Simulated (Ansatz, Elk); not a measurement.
# LiMn2: X-ray structure factors from the self-consistent density

The structure of LiMn2 used here is made up (a known structure type with other elements) and was relaxed beforehand with PBEsol. The aim is the Fourier transform of its all-electron density, F(hkl), set beside the sum over free spherical atoms that refinements use.

Method: DFT, PBE, all-electron APW+lo, Dirac cores, scalar-relativistic bands, static density, no spin, in Elk 11.2.3 (patched build).

This account leaves out most program logs.

The structure was built from a prototype and need not be the compound's stable phase.

## Step 1: Starting point

It takes space group Fd-3m (No. 227, cubic). The conventional cell has a = 6.546 Å, b = 6.546 Å, c = 6.546 Å, α = 90.00°, β = 90.00°, γ = 90.00°. Mn has 6 Mn at 2.31 Å and 6 Li at 2.71 Å nearest. Nearest to Li lie 12 Mn at 2.71 Å and 4 Li at 2.83 Å. Farther neighbours are not listed.

## Step 2: Ground state and structure factors

An all-electron density is needed, since X-rays see the cores too. Task 0 finds the density and task 195 Fourier-transforms it; tshift is off so that phases refer to the origin typed.

elk.in reads:

```
tasks
  0
  195

xctype
  20

spinpol
  .false.

rgkmax
  7.0

gmaxvr
  14.0

lmaxo
  7

lmaxapw
  8

swidth
  0.002

tshift
  .false.

ramdisk
  .false.

hmaxvr
  5.5

maxscl
  120

epspot
  1e-06

sppath
  './'

avec
  0.00000000000 6.18538749610 6.18538749610
  6.18538749610 0.00000000000 6.18538749610
  6.18538749610 6.18538749610 0.00000000000

atoms
  2
  'Mn.in'
  4
  0.6250000000 0.1250000000 0.6250000000   0.000000 0.000000 0.000000
  0.6250000000 0.6250000000 0.1250000000   0.000000 0.000000 0.000000
  0.1250000000 0.6250000000 0.6250000000   0.000000 0.000000 0.000000
  0.6250000000 0.6250000000 0.6250000000   0.000000 0.000000 0.000000
  'Li.in'
  2
  0.2500000000 0.2500000000 0.2500000000   0.000000 0.000000 0.000000
  0.0000000000 -0.0000000000 0.0000000000   0.000000 0.000000 0.000000

ngridk
  6 6 6
```

Started as:

```console
> OMP_NUM_THREADS=4 elk
```

The job ended after 25 s (4 threads of Arm Neoverse V2, shared host; peak memory 0.18 GiB; 74 s of CPU time).

SFACRHO.OUT:

```text

h k l indices transformed by vhmat matrix:
   1.000000000       0.000000000       0.000000000    
   0.000000000       1.000000000       0.000000000    
   0.000000000       0.000000000       1.000000000    

      h      k      l  multipl.   |H|            Re(F)            Im(F)           |F|

      0      0      0      1   0.0000000       106.00000      0.93467265E-17   106.00000    
      0      1      0      4  0.87971822      -28.447819      -28.447819       40.231291    
      0      0     -1      4  0.87971822      -28.447819       28.447819       40.231291    
      0     -1     -1      6   1.0158111     -0.94418876E-14 -0.14903397E-15  0.94430638E-14
      2      1      1     12   1.4365738       3.5156190     -0.33901663E-15   3.5156190    
      0     -1     -2     12   1.6845321       25.721071       25.721071       36.375088    
     -1     -1      1     12   1.6845321       25.721071      -25.721071       36.375088    
     -2      0      0      4   1.7594364     -0.43104270E-14  -66.876464       66.876464    
      0      0      2      4   1.7594364     -0.20525843E-15   66.876464       66.876464    
      0      2      2      6   2.0316222      -58.989269     -0.86654803E-14   58.989269    
     -1      2      0     12   2.2139090      -19.365173      -19.365173       27.386491    
      0      1     -2     12   2.2139090      -19.365173       19.365173       27.386491    
     -1     -2     -3     24   2.2714227      0.16420674E-13 -0.48293153E-15  0.16427774E-13
      2      3      3     12   2.4882189       2.5304804      0.30436177E-13   2.5304804    
     -3     -2     -3     12   2.4882189       2.5304804     -0.30296690E-13   2.5304804    
      3      1      3     12   2.6391547       19.713126      -19.713126       27.878570    
      3      0      2     12   2.6391547       19.713126       19.713126       27.878570    
      0      3      0      4   2.6391547       19.835127      -19.835127       28.051105
```

Elk indexes on the primitive cell of elk.in and gives |H| = 4π sin θ/λ in inverse bohr. Below, one row stands for each form hkl of the conventional cell (m members, Friedel mates merged), F is for one primitive cell and the density is static (no thermal factor). Free-atom factors are Waasmaier and Kirfel's, and R is Σm||F|−|F'||/Σm|F|.

| hkl | m | sin θ/λ (Å⁻¹) | abs F, DFT | neutral atoms | diff. | abs of complex diff. |
| --- | --- | --- | --- | --- | --- | --- |
| 111 | 8 | 0.132 | 40.231 | 39.999 | +0.232 | 0.232 |
| 200 | 6 | 0.153 | 0.000 | 0.000 | +0.000 | 0.000 |
| 220 | 12 | 0.216 | 3.516 | 3.406 | +0.109 | 0.109 |
| 311 | 24 | 0.253 | 36.375 | 36.810 | -0.435 | 0.435 |
| 222 | 8 | 0.265 | 66.876 | 67.603 | -0.727 | 0.727 |
| 400 | 6 | 0.305 | 58.989 | 59.543 | -0.554 | 0.554 |
| 331 | 24 | 0.333 | 27.387 | 27.633 | -0.247 | 0.247 |
| 420 | 24 | 0.342 | 0.000 | 0.000 | +0.000 | 0.000 |
| 422 | 24 | 0.374 | 2.530 | 2.667 | -0.136 | 0.136 |
| 511 | 24 | 0.397 | 27.879 | 28.027 | -0.149 | 0.149 |
| 333 | 8 | 0.397 | 28.051 | 28.027 | +0.024 | 0.024 |
| 440 | 12 | 0.432 | 51.398 | 51.444 | -0.046 | 0.046 |
| 531 | 48 | 0.452 | 22.080 | 22.024 | +0.056 | 0.056 |
| 442 | 24 | 0.458 | 0.093 | 0.000 | +0.093 | 0.093 |
| 600 | 6 | 0.458 | 0.000 | 0.000 | +0.000 | 0.000 |
| 620 | 24 | 0.483 | 2.232 | 2.144 | +0.088 | 0.088 |
| 533 | 24 | 0.501 | 23.215 | 23.113 | +0.103 | 0.103 |
| 622 | 24 | 0.507 | 42.917 | 42.876 | +0.041 | 0.041 |
| 444 | 8 | 0.529 | 39.498 | 39.331 | +0.167 | 0.167 |
| 551 | 24 | 0.545 | 18.808 | 18.769 | +0.039 | 0.039 |
| 711 | 24 | 0.545 | 18.843 | 18.769 | +0.073 | 0.073 |
| 640 | 24 | 0.551 | 0.000 | 0.000 | +0.000 | 0.000 |

## Step 3: The highest occupied states alone

An energy window below the Fermi level keeps the highest occupied states, to see at which angles they scatter; shallow core shells can lie inside it and anion s states outside. No new self-consistency is needed.

Edit elk.in of step 2 so:

```diff
@@ -1,3 +1,2 @@
 tasks
-  0
   195
@@ -40,2 +39,5 @@
 
+wsfac
+  -0.106930 0.560570
+
 sppath
```

Started as:

```console
> OMP_NUM_THREADS=4 elk
```

The job ended after 5.7 s (4 threads; peak memory 0.16 GiB; 6.9 s of CPU time).

States within 10 eV below the Fermi level hold 30.00 electrons; any levels below the window count with the cores. Their amplitudes can exceed the total, where window and core parts have opposite phase:

| hkl | sin θ/λ (Å⁻¹) | abs F, window | abs F, all |
| --- | --- | --- | --- |
| 111 | 0.132 | 8.880 | 40.231 |
| 200 | 0.153 | 0.000 | 0.000 |
| 220 | 0.216 | 0.075 | 3.516 |
| 311 | 0.253 | 4.402 | 36.375 |
| 222 | 0.265 | 8.419 | 66.876 |
| 400 | 0.305 | 6.859 | 58.989 |
| 331 | 0.333 | 2.947 | 27.387 |
| 420 | 0.342 | 0.000 | 0.000 |
| 422 | 0.374 | 0.085 | 2.530 |
| 511 | 0.397 | 2.144 | 27.879 |

## Step 4: Another functional

The difference from free atoms is small, so it is set against the change that LDA (Perdew-Wang) makes.

Edit elk.in of step 3 so:

```diff
@@ -1,2 +1,3 @@
 tasks
+  0
   195
@@ -4,3 +5,3 @@
 xctype
-  20
+  3
 
@@ -39,5 +40,2 @@
 
-wsfac
-  -0.106930 0.560570
-
 sppath
```

Started as:

```console
> OMP_NUM_THREADS=4 elk
```

Wall time 15 s (4 threads); peak memory 0.16 GiB.

Against the first run R = 0.12 %; the largest change is -0.066 at 440.

## Step 5: A coarser k-mesh

About half the k-points along each axis test the sampling.

Edit elk.in of step 4 so:

```diff
@@ -5,3 +5,3 @@
 xctype
-  3
+  20
 
@@ -62,2 +62,2 @@
 ngridk
-  6 6 6
+  3 3 3
```

Started as:

```console
> OMP_NUM_THREADS=4 elk
```

Elapsed: 13 s, on 4 threads; peak memory 0.17 GiB; 28 s of CPU time.

Against the first run R = 0.17 %; the largest change is -0.093 at 555.

## Step 6: Settings against the effect

| run | R against the first run (%) | R against neutral atoms, low angle (%) | wall time |
| --- | --- | --- | --- |
| PBE, rgkmax 7 | 0.00 | 1.10 | 25 s |
| LDA (Perdew-Wang) | 0.12 | 1.12 | 15 s |
| k-mesh 3×3×3 | 0.17 | 1.11 | 13 s |

## Step 7: What came out

```
R against neutral atoms, sin θ/λ < 0.3 Å⁻¹ : 1.10 %
R against neutral atoms, 0.3 to 0.82 Å⁻¹   : 0.50 %
```

In words: Independent neutral atoms miss the calculated amplitudes by R = 1.10 % below 0.3 Å⁻¹ and 0.50 % from there to 0.82 Å⁻¹; by shells, 0.58 % below 0.15 Å⁻¹ (1 form), 1.21 % 0.15 to 0.3 (3 forms), 0.65 % 0.3 to 0.45 (6 forms), 0.48 % above 0.45 (37 forms). Bonding, aspherical density and the tables' own atoms all enter these figures, and the runs don't part them. The largest change of an amplitude is -0.73 electrons, at 222. Weak lines can change much in proportion: 644 goes from 0.00 to 0.11. The window's part falls from 30.0 electrons at the origin to at most 2.26 between 0.45 and 0.82 Å⁻¹, where compact states inside the window still scatter. Below 0.3 Å⁻¹ the changes that finished (LDA (Perdew-Wang) and k-mesh 3×3×3) move F by R = 0.04 % at most, against the 1.10 % that separates it from free atoms. The basis has no finished test. These runs have no spin, though d or f shells may be open. Part of the difference isn't bonding: the tables are fits to free atoms and ions calculated by other methods than this functional. Thermal motion, anomalous dispersion and extinction are left out.

[Logs are printed without paths, hosts, clocks, repeated set-up lines and the standing remarks that a program may print on its own settings, such as how far it seeks lower states.]

[Hosts, paths, dates, database ids (printed as entryN), source tags and the programs' standing remarks are cut or masked in the printed files.]
